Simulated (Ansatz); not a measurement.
**Lattice dynamics of Zr2NO2 monolayer**

The cell of Zr2NO2 monolayer is at rest. What are its phonons? After the zone centre comes a 6×6×1 q mesh on a 12×12×1 k mesh.

Main program and level: Ansatz 0.2.0; DFT PBEsol, scalar-relativistic, plane waves, PAW; PAW set soft_1.

## Step 1: The starting structure

The cell holds 5 atoms: 1 N, 2 Zr and 2 O. Its edges and angles: a = 3.229 Å, b = 3.229 Å, c = 32.600 Å, α = 90.0°, β = 90.0°, γ = 120.0°. Vacuum lies along c.

## Step 2: Zone-centre response

The cell comes from relaxations at this level that are not shown. The zone centre comes first: it holds the modes that light can see, as far as symmetry allows. No field response is asked, since the mesh shows no gap.

input.yaml reads:

```yaml
crystal:
  lattice:
    - [3.229210124, 0.0, 0.0]
    - [-1.614605062, 2.7965780016, 0.0]
    - [0.0, 0.0, 32.6]
  atoms:
    - { symbol: "N", position: [0.0, 0.0, 0.3067484663] }
    - { symbol: Zr, position: [0.3333333333, 0.6666666667, 0.3479127942] }
    - { symbol: Zr, position: [0.6666666667, 0.3333333333, 0.2655841384] }
    - { symbol: O, position: [0.6666666667, 0.3333333333, 0.3776604767] }
    - { symbol: O, position: [0.3333333333, 0.6666666667, 0.2358364559] }
  periodic: [true, true, false]
kpoints:
  mp_grid: { grid: [12, 12, 1] }
hamiltonian:
  xc: pbesol
  pseudopotentials: { kind: paw, azcp: { folder: soft_1 }, xc_functional: pbe }
scf:
  occupations: { method: methfessel_paxton, width: 0.2 }
output:
  eigenvalues: true
phonons:
  method: dfpt
```

Launch:

```
$ ansatz run input.yaml --threads 4 --pin off --max-ram 16384MiB --backend cpu --events-out ev --progress --plain --runs-dir out
```

Numbers of over 12 decimals in the logs are rounded to 6 here.

What it wrote:

```text
Warning: crystal.symmetry: narrowed to the stabiliser of the run's FFT grids — unitary ops 12 → 6. A phonons.method: dfpt run fills in the rows of the dynamical matrix that it does not solve by its symmetry operations, which is exact only for operations that map its FFT grids onto themselves: filled in by any other, the frequencies could depend on the order in which like atoms are typed, or, by more than the grids' own error, on where the crystal sits among the grids' points. Excluded: 6 operations. The run can therefore solve more perturbations, solve them on more k-points, or both, and cost more. [rest of the remark cut]
Engine: ansatz 0.2.0, aarch64-unknown-linux-gnu
Pseudopotentials: kind: paw
Pseudopotential: N, paw, valence charge 5, recommended cutoff 420 eV (normal), soft_1/N.paw.azcp
Pseudopotential: Zr, paw, valence charge 12, recommended cutoff 420 eV (normal), soft_1/Zr.paw.azcp
Pseudopotential: O, paw, valence charge 6, recommended cutoff 420 eV (normal), soft_1/O.paw.azcp
Functional definition: PBEsol
  exchange = pbesol_x
  correlation = pbesol_c
Crystal: 5 atoms, lattice volume = 294.402 Å³
Basis set: ecut = 420 eV, 5845 PW (Γ), exchange–correlation on 48×48×450 points (8 copies of the dense FFT grid, shifted against one another)
Bands: 26, of which v1, the nominal top of the filled ones, is band 21 counted from 1 (20 counted from 0)
Symmetry: 12 space group operations
k-points: 43 of 144 (irreducible under 2 space group operations, time reversal used)
Non-local potential: N, projectors of the file, l = 0: 2, l = 1: 2, l = 2: 1
Non-local potential: Zr, projectors of the file, l = 0: 3, l = 1: 2, l = 2: 2, l = 3: 1
Non-local potential: O, projectors of the file, l = 0: 2, l = 1: 2, l = 2: 1
PAW form: soft (Blöchl's): semilocal exchange-correlation on the pseudo side does not see the compensation charge
PAW frozen core: N, regenerated for the run's functional, and the local potential with it (the file was generated under x = pbe(κ = 0.804, μ = 0.219515), c = pbe(β = 0.066725))
PAW frozen core: Zr, regenerated for the run's functional, and the local potential with it (the file was generated under x = pbe(κ = 0.804, μ = 0.219515), c = pbe(β = 0.066725))
PAW frozen core: O, regenerated for the run's functional, and the local potential with it (the file was generated under x = pbe(κ = 0.804, μ = 0.219515), c = pbe(β = 0.066725))
PAW one-centre angular grid: N, 110 points (default); XC on 64 Gauss nodes
PAW one-centre angular grid: Zr, 590 points (default); XC on 64 Gauss nodes
PAW one-centre angular grid: O, 110 points (default); XC on 64 Gauss nodes
Initial density: superposition of atomic densities (neutral atoms: chi_scale 0, normalization atom)
Initial wavefunctions: pseudopotential atomic-orbital guess
Functional: x = pbesol(κ = 0.804, μ = 0.123457), c = pbesol(β = 0.046)
SCF iter   1: F=—  HF=-9770.941019 eV  |F-HF|=—  |Δ(HF+E_count)|=         —  Δρ=7.59e-2  dr2=2.01e1  ethr=3.10e-3  ⟨swp⟩=11.0  Hψ=8303  notcnv=0
preconditioner: auto → LDOS  [insulator: Δε(μ)=0.191 eV  Ē_g=12.206 eV  σ=0.200 eV  W_gap=0.69  n_scr=20 (ndim 8)  ℏωp=10.8 eV  f_vac=0.748  D(μ)=1.28/eV (n_scr^D=8)  ε∞_Penn≈1.8  β→1.0]
SCF iter   2: F=—  HF=-9770.317530 eV  |F-HF|=—  |Δ(HF+E_count)|=   6.23e-1  S|Δr|=    0.00e0  Δρ=8.80e-2  dr2=2.13e1  ethr=3.10e-3  ⟨swp⟩=6.4  Hψ=4162  notcnv=0  defer=31
SCF iter   3: F=—  HF=-9765.577893 eV  |F-HF|=—  |Δ(HF+E_count)|=    4.74e0  S|Δr|=    0.00e0  Δρ=7.87e-3  dr2=1.42e-1  ethr=3.10e-3  ⟨swp⟩=5.7  Hψ=4055  notcnv=0  defer=35
SCF iter   4: F=—  HF=-9765.558347 eV  |F-HF|=—  |Δ(HF+E_count)|=   1.95e-2  S|Δr|=    0.00e0  Δρ=2.15e-3  dr2=9.03e-3  ethr=3.47e-4  ⟨swp⟩=3.8  Hψ=2936  notcnv=0  defer=33
SCF iter   5: F=—  HF=-9765.557653 eV  |F-HF|=—  |Δ(HF+E_count)|=   6.95e-4  S|Δr|=    0.00e0  Δρ=5.27e-4  dr2=6.40e-4  ethr=2.20e-5  ⟨swp⟩=3.4  Hψ=2555  notcnv=0  defer=33
SCF iter   6: F=—  HF=-9765.557794 eV  |F-HF|=—  |Δ(HF+E_count)|=   1.42e-4  S|Δr|=    0.00e0  Δρ=1.49e-4  dr2=8.10e-5  ethr=1.56e-6  ⟨swp⟩=3.6  Hψ=2630  notcnv=0  defer=33
SCF iter   7: F=—  HF=-9765.557785 eV  |F-HF|=—  |Δ(HF+E_count)|=   9.42e-6  S|Δr|=    0.00e0  Δρ=3.66e-5  dr2=3.95e-6  ethr=1.98e-7  ⟨swp⟩=3.4  Hψ=2512  notcnv=0  defer=33
SCF iter   8: F=—  HF=-9765.557626 eV  |F-HF|=—  |Δ(HF+E_count)|=   1.59e-4  S|Δr|=    0.00e0  Δρ=6.84e-6  dr2=1.35e-7  ethr=9.63e-9  ⟨swp⟩=3.4  Hψ=2416  notcnv=0  defer=33
SCF iter   9: F=—  HF=-9765.557627 eV  |F-HF|=—  |Δ(HF+E_count)|=   2.42e-7  S|Δr|=    0.00e0  Δρ=2.88e-6  dr2=2.67e-8  ethr=3.29e-10  ⟨swp⟩=3.5  Hψ=2668  notcnv=0  defer=33
SCF iter  10: F=—  HF=-9765.557627 eV  |F-HF|=—  |Δ(HF+E_count)|=   5.85e-8  S|Δr|=    0.00e0  Δρ=2.71e-7  dr2=1.23e-10  ethr=6.51e-11  ⟨swp⟩=3.6  Hψ=2481  notcnv=0  defer=33
SCF iter  11: F=—  HF=-9765.557627 eV  |F-HF|=—  |Δ(HF+E_count)|=   5.12e-9  S|Δr|=    0.00e0  Δρ=9.65e-8  dr2=1.74e-11  ethr=1.00e-12  ⟨swp⟩=24.1  Hψ=12726  notcnv=0
SCF iter  12: F=-9765.557627 eV  HF=-9765.557627 eV  |F-HF|=1.16e-10  |Δ(HF+E_count)|=  2.18e-10  S|Δr|=    0.00e0  Δρ=2.47e-8  dr2=1.49e-12  ethr=1.00e-12  ⟨swp⟩=9.5  Hψ=7027  notcnv=0
SCF 1 converged in 12 iterations: F = -9765.557627 eV  dr2 = 1.49e-12
  greatest PAW one-centre occupation: 0.996 electrons in one spin orbital (limit 2), on the Zr atom at site 2 (counted from 0), in its partial waves of l = 0
DFPT response loops at Γ: preconditioner auto → none (partly filled bands, converged f_vac=0.769); β = 0.50; Broyden in place of MSR1
SCF converged after 12 iterations
Stability not checked: this state was not tested for a lower state beside it, because cold or Methfessel-Paxton smearing, or corrected tetrahedra, fill the levels in a way that the test cannot read (fill_not_monotonic; see scf.lower_state_search)
Free energy (F): -9765.557627 eV
Harris-Foulkes:  -9765.557627 eV  (|F-HF|=1.16e-10)
Internal energy: -9765.551063 eV  (E = F + TS)
E sigma→0 (E₀):  -9765.555986 eV
Entropy (-TS):   -0.006564 eV (-1.313 meV/atom)
Fermi energy:    -4.790991 eV
--- Per-component energies (eV) ---
  E_band       = -929.346096
  E_kinetic    = 1101.092914
  E_local      = -106458.081225  (includes V_loc(G=0)·N_el)
  E_nonlocal   = 289.162121
  E_hartree    = 52529.823968
  E_xc         = -510.786789
  E_vxc        = -625.294003  (∫ρ·V_xc dr)
  E_paw        = -6255.337614  (= ΣΔE_a)
  E_vpaw       = -295.876298  (= ΣTr[D̂ρ^β])
  E_aug_tail   = 0.002353  (compensation charges beyond the density's cutoff)
  E_ewald      = 49538.143094
  E_core_change = 0.430117  (= ΣΔE_core)
  E_smearing   = -0.006564  (= −TS)
  E_closure    = 0.000000  (closes the sum)
  Σ components = -9765.557627   (vs F -9765.557627, Δ=0.00e0)
--- Band table (eV; the first three rows and the last of 43) ---
  k-point 0: bands = [... 17 lower, -8.3298, -7.8541, -7.8541, -4.3275, -4.3275, -3.9808, -2.6481, -2.6481, ... 1 higher]
  k-point 1: bands = [... 17 lower, -8.2815, -8.1500, -8.0125, -4.4010, -4.0984, -3.9706, -2.6083, -2.4924, ... 1 higher]
  k-point 2: bands = [... 17 lower, -9.0676, -8.3321, -8.0154, -4.7849, -3.6407, -3.5974, -2.4006, -2.2740, ... 1 higher]
  k-point 42: bands = [... 17 lower, -9.3204, -8.7766, -8.7740, -4.3344, -3.5733, -2.5286, -2.2735, -1.5796, ... 1 higher]
--- Phonons (Γ-DFPT): 10 representative perturbations + reference, on 43 of 144 k-points (Σ response iterations 56) ---
  ASR residual: 7.129e-5 → 0.000e0 eV/Å²; symmetrization residual: 8.776e-6 eV/Å²
  The last average, over the group as it would stand without the narrowing to the FFT grids, took up to 6.517e-7 eV/Å² of the zone centre's force constants
  ASR residual per site (eV/Å²): 7.13e-5 2.28e-5 2.23e-5 1.09e-5 1.05e-5
  Γ frequencies (cm⁻¹): 0.00 0.00 0.00 93.17 93.17 229.46 298.72 298.72 371.44 371.44 477.54 477.54 524.61 535.48 591.08
  non-analytic LO–TO correction: not included (Born effective charges unavailable; polar crystals: no LO–TO splitting at Γ)
```

Elapsed: 1.9 min, on 4 threads of Arm Neoverse V2, shared host; peak memory 1.5 GiB.

This step gave:

```yaml
gap_on_the_k_mesh: 0 eV
sum_rule_residual_before_enforcement: 7.13e-5 eV/Å²
point_group: -3m
area_per_atom: 1.806 Å²
highest_optical_mode_at_the_zone_centre_no_lo_to_term: 591.1 cm⁻¹
lowest_optical_zone_centre_mode: 93.17 cm⁻¹
```

Patterns of degenerate modes are one choice out of their space. Modes at Γ, with each element's share of the kinetic energy:

```csv
mode,frequency (cm⁻¹),symmetry,N %,Zr %,O %
1,0.0,acoustic,6,80,14
2,0.0,acoustic,6,80,14
3,0.0,acoustic,6,80,14
4,93.2,Eg,0,99,1
5,93.2,Eg,0,99,1
6,229.5,A1g,0,81,19
7,298.7,Eg,0,1,99
8,298.7,Eg,0,1,99
9,371.4,Eu,11,19,70
10,371.4,Eu,11,19,70
11,477.5,Eu,83,1,16
12,477.5,Eu,83,1,16
13,524.6,A2u,25,4,70
14,535.5,A1g,0,19,81
15,591.1,A2u,69,16,16
```

Displacements in mode 4 (93.2 cm⁻¹), the largest set to 1:
```
N1   0.00  0.00  0.00
Zr2  1.00 -0.23  0.00
Zr3 -1.00  0.23  0.00
O4   0.29 -0.07  0.00
O5  -0.29  0.07  0.00
```

Displacements in mode 12 (477.5 cm⁻¹), the largest set to 1:
```
N1   1.00  0.16  0.00
Zr2 -0.03  0.00  0.00
Zr3 -0.03  0.00  0.00
O4  -0.29 -0.05  0.00
O5  -0.29 -0.05  0.00
```

Before it was imposed, the acoustic sum rule was missed by 7.1e-5 eV/Å². Small misses are needed for a sound result but don't prove that mesh and cutoff are converged. The lowest optical mode is real, 93.2 cm⁻¹.

## Step 3: Phonons on a q mesh

Stability and thermal properties need the whole zone. Linear response on a 6×6×1 q mesh gives force constants as far as a supercell of that size would.

Edit input.yaml of step 2 so:

```diff
@@ -23 +23,10 @@
   method: dfpt
+  qmesh: [6, 6, 1]
+  temperatures: { t_max: 1000, t_step: 50 }
+  qpath:
+    path:
+      - [0.0, 0.0, 0.0]
+      - [0.5, 0.0, 0.0]
+      - [0.33333333, 0.33333333, 0.0]
+      - [0.0, 0.0, 0.0]
+    npoints: 10
```

What it wrote:

```text
[...]
Crystal: 5 atoms, lattice volume = 294.402 Å³
Basis set: ecut = 420 eV, 5845 PW (Γ), exchange–correlation on 48×48×450 points (8 copies of the dense FFT grid, shifted against one another)
Bands: 26, of which v1, the nominal top of the filled ones, is band 21 counted from 1 (20 counted from 0)
Symmetry: 12 space group operations
k-points: 19 of 144 (irreducible under 6 space group operations, time reversal used)
[...]
SCF iter   1: F=—  HF=-9770.941800 eV  |F-HF|=—  |Δ(HF+E_count)|=         —  Δρ=7.59e-2  dr2=2.01e1  ethr=3.10e-3  ⟨swp⟩=10.8  Hψ=3664  notcnv=0
[...]
SCF iter  12: F=-9765.557627 eV  HF=-9765.557627 eV  |F-HF|=1.04e-10  |Δ(HF+E_count)|=  1.53e-10  S|Δr|=    0.00e0  Δρ=1.99e-8  dr2=1.14e-12  ethr=1.00e-12  ⟨swp⟩=22.3  Hψ=4926  notcnv=0
SCF 1 converged in 12 iterations: F = -9765.557627 eV  dr2 = 1.14e-12
[...]
phonons: the bands overlap, so this run is a metal and interpolates without the dipole-dipole term. If the crystal is really an insulator or semiconductor, its LO-TO splitting is missing
NSCF: frozen V_eff on 19 k-points
WARN: eigensolver did not converge (k=0): 1 band(s) unlocked after 2 eigensolves, warm-restarted (20 sweeps on the last) at ethr=1.14e-12 eV (storage-precision floor; scheduled 1.00e-12 eV) (lowest unlocked band 25, counted from 0; max residual 6.98e-5 eV among the unlocked bands, 6.98e-5 eV over every band; other slots of this pass that fall short are told together in one closing line; warning suppressed until the next SCF loop or pass starts)
[...]
DFPT response loops at q = (0, 0, 0) (fractional): preconditioner auto → none (partly filled bands, converged f_vac=0.769); β = 0.50; Broyden in place of MSR1
[...]
SCF converged after 12 iterations
[...]
Free energy (F): -9765.557627 eV
[...]
Internal energy: -9765.551063 eV  (E = F + TS)
E sigma→0 (E₀):  -9765.555986 eV
Entropy (-TS):   -0.006564 eV (-1.313 meV/atom)
Fermi energy:    -4.790991 eV
[...]
--- Band table (eV; the first three rows and the last of 19) ---
  k-point 0: bands = [... 17 lower, -8.3298, -7.8541, -7.8541, -4.3275, -4.3275, -3.9808, -2.6481, -2.6481, ... 1 higher]
  k-point 1: bands = [... 17 lower, -8.2815, -8.1500, -8.0125, -4.4010, -4.0984, -3.9706, -2.6083, -2.4924, ... 1 higher]
  k-point 2: bands = [... 17 lower, -9.0676, -8.3321, -8.0154, -4.7849, -3.6407, -3.5974, -2.4006, -2.2740, ... 1 higher]
  k-point 18: bands = [... 17 lower, -9.4175, -8.9175, -8.9175, -3.8884, -3.2644, -3.2644, -2.1727, -1.6227, ... 1 higher]
--- Phonons (Γ-DFPT): 10 representative perturbations + reference (Σ response iterations 53) ---
  ASR residual: 5.097e-5 → 0.000e0 eV/Å²; symmetrization residual: 7.260e-6 eV/Å²
[...]
ASR residual per site (eV/Å²): 5.10e-5 6.23e-6 8.79e-6 4.53e-6 7.39e-6
[...]
--- Phonons (arbitrary-q DFPT): 7 irreducible q on the 6×6×1 mesh ---
  q = [0.0000, 0.0000, 0.0000] (star 1, of the zone-centre solve; hermiticity 5.27e-7, symmetrization 7.74e-14, taken by the last average 6.01e-8): -0.00 -0.00 0.00 93.17 93.17 229.46 298.72 298.72 371.44 371.44 477.54 477.54 524.61 535.48 591.08
  q = [0.0000, 0.1667, 0.0000] (star 6, 15 solved perturbations on 78 of 144 k-point pairs; hermiticity 6.23e-7, symmetrization 9.10e-11, taken by the last average 1.15e-7): 54.91 80.82 109.83 119.98 141.83 202.24 313.33 326.31 347.96 374.89 445.57 461.04 499.26 503.79 563.44
[...]
q = [0.1667, 0.1667, 0.0000] (star 6, 10 solved perturbations in 1110 linear systems a pass and spin channel, the states on 144 of 144 k-point pairs; hermiticity 4.40e-7, symmetrization 1.34e-10, taken by the last average 1.34e-7): -179.58 105.35 135.83 136.67 191.66 200.08 331.15 346.35 378.82 381.04 421.90 424.06 483.79 487.53 559.32
[...]
sum rule: each row above includes the acoustic sum rule's correction from the zone centre's row sums; it moved no ω² by more than (0.99 cm⁻¹)²
  mesh force constants: q→R imaginary residual 1.49e-18; ASR residual 5.097e-5 → 0.000e0 eV/Å²; symmetrization residual 1.066e-14 eV/Å²
  interpolated dispersion: 31 rows × 15 modes
  density of states and harmonic sums: on the 24×24×1 q-mesh, interpolated from the force constants of a 6×6×1 supercell (no non-analytic term)
  largest difference from the sums on the solved wave vectors: F 3.98e-2 eV, S 4.74e-5 and C_V 1.21e-5 eV/K
  zero-point energy: 0.293214 eV/cell   skipped modes (ω ≤ 0): 39, of them read as no rigid motion or as one in doubt: 36 (6.562e-1 modes/cell left out, lowest -199.19 cm⁻¹)   left out of the sums: 4.41e-2 of the cell's modes: C_V's classical limit lies that fraction below 3 k_B per atom; for a crystal, a wire or a layer, F and S can be off by more, and a phonons.interpolated_qmesh denser along its periods is the remedy for the sampling
```

The job ended after 24 min (4 threads; peak memory 2.6 GiB).

This step gave:

* sum-rule residual before enforcement: 5.10e-5 eV/Å²
* lowest frequency on the path: -199.1 cm⁻¹
* highest frequency on the path or at a solved wavevector: 591.1 cm⁻¹
* lowest mode on the q mesh (acoustic modes at Γ apart): -194.4 cm⁻¹

Frequencies (cm⁻¹) solved at each irreducible wavevector; negative means imaginary. Frequencies by wavevector, by row:

```csv
q in reciprocal lattice units,star,mode 1,mode 2,mode 3,mode 4,mode 13,mode 14,mode 15
0 0 0,1,0,0,0,93.2,524.6,535.5,591.1
0 0.1667 0,6,54.9,80.8,109.8,120,499.3,503.8,563.4
0 0.3333 0,6,-194.4,117.3,122.1,158.7,475.4,481.9,550.9
0 -0.5 0,3,108.2,155.4,158.2,180.1,470.3,485.9,559.9
0.1667 0.1667 0,6,-179.6,105.3,135.8,136.7,483.8,487.5,559.3
0.1667 0.3333 0,12,-93,117.7,172.4,177.4,469.7,482.1,553
0.3333 0.3333 0,2,123.2,137.1,137.1,206,481.6,481.6,543.8
```

Interpolated from a 6×6×1 q mesh. Phonon branches along the path, in cm⁻¹:

```csv
point,branch 1,branch 2,branch 3,branch 4,branch 12,branch 13,branch 14,branch 15
Γ,0,0,0,93,478,525,536,591
halfway,-146,95,98,137,451,486,490,555
M,108,155,158,180,458,470,486,560
halfway,-61,156,159,182,453,470,494,553
K,123,137,137,206,453,482,482,544
halfway,-180,105,136,137,424,484,488,559
Γ,0,0,0,93,478,525,536,591
```

The phonon density of states has structure finer than the step of the table below, so its rows give means over 25 cm⁻¹, whole bins alone (the curve runs from -195 to 595 cm⁻¹). Peaks (cm⁻¹: height): 115.0: 0.0527, 175.0: 0.0445, 195.0: 0.0562, 375.0: 0.0605, 455.0: 0.0587, 485.0: 0.0653, 555.0: 0.0757.

Tetrahedra on a 24×24×1 mesh, mean over bins of 10 cm-1. Interpolated from a 6×6×1 q mesh. The phonon density of states by wavenumber; means over each step:

wavenumber (cm⁻¹), phonon density of states (1/cm⁻¹/cell) and a bar:
```
     -175     0.0062 ###
     -150     0.0037 ##
     -125     0.0029 ##
     -100     0.0026 #
      -75     0.0032 ##
      -50     0.0027 #
      -25     0.0018 #
        0     0.0024 #
       25     0.0040 ##
       50     0.0057 ###
       75     0.0081 #####
      100     0.0267 ###############
      125     0.0327 ##################
      150     0.0288 ################
      175     0.0342 ###################
      200     0.0322 ##################
      225     0.0269 ###############
      250     0.0120 #######
      275     0.0001 
      300     0.0054 ###
      325     0.0267 ###############
      350     0.0280 ################
      375     0.0492 ############################
      400     0.0380 #####################
      425     0.0430 ########################
      450     0.0461 ##########################
      475     0.0535 ##############################
      500     0.0260 ###############
      525     0.0044 ##
      550     0.0310 #################
      575     0.0082 #####
```

The partial phonon density of states has structure finer than the step of the table below, so its rows give means over 25 cm⁻¹, whole bins alone (the curve runs from -209 to 619 cm⁻¹). Peaks (cm⁻¹: height): N 447.0: 0.0245, 556.4: 0.0442; O 233.6: 0.00593, 332.5: 0.0251, 374.2: 0.0412, 426.2: 0.0298, 478.3: 0.0401; Zr -188.0: 0.00669, 113.9: 0.0418, 171.2: 0.0365, 192.0: 0.0369, 233.6: 0.0269, 473.1: 0.00715.

Phonopy on the run's constants, 21x21x1 mesh, Gaussian sigma 5.9 cm-1. Interpolated from a 6×6×1 q mesh. Table of partial phonon density of states by wavenumber; means over each step; values in 1/cm⁻¹/cell:

```csv
wavenumber (cm⁻¹),N,O,Zr
-175,3.3e-4,9.5e-4,0.00470
-150,1.2e-4,3.9e-4,0.00231
-125,1.5e-4,4.9e-4,0.00334
-100,3.5e-5,1.6e-4,0.00156
-75,8.5e-5,2.7e-4,0.00296
-50,6.6e-5,2.2e-4,0.00299
-25,9.6e-6,5.9e-5,8.9e-4
0,6.6e-5,1.6e-4,0.00115
25,1.7e-4,4.4e-4,0.00322
50,2.6e-4,6.7e-4,0.00506
75,3.3e-4,8.6e-4,0.00741
100,5.1e-4,0.00147,0.0255
125,4.6e-4,0.00131,0.0307
150,2.8e-4,0.00137,0.0270
175,3.0e-4,0.00224,0.0327
200,4.3e-4,0.00410,0.0268
225,8.2e-5,0.00479,0.0225
250,4.2e-5,0.00197,0.00955
275,0,5.5e-5,3.7e-5
300,1.2e-4,0.00554,1.9e-4
325,0.00315,0.0216,0.00138
350,0.00390,0.0224,0.00223
375,0.00748,0.0370,0.00403
400,0.00947,0.0268,0.00210
425,0.0147,0.0265,0.00204
450,0.0210,0.0196,0.00375
475,0.0148,0.0344,0.00629
500,0.00618,0.0162,0.00277
525,9.0e-4,0.00317,5.3e-4
550,0.0270,0.00313,6.9e-4
575,0.00709,9.0e-4,5.3e-4
600,3.2e-4,6.4e-5,6.5e-5
```

Symmetry leaves 7 wavevectors to solve. The lowest mode among them, the acoustic zeros apart, lies at q = (0, 0.333, 0) and is imaginary, 194.4i cm⁻¹, so the energy falls along it. Between them the interpolated path dips to 199i cm⁻¹.

[end of part 1 of 2]

[Logs are printed without paths, hosts, clocks, repeated set-up lines and the standing remarks that a program may print on its own settings, such as how far it seeks lower states.]

[Hosts, paths, dates, database ids (printed as entryN), source tags and the programs' standing remarks are cut or masked in the printed files.]
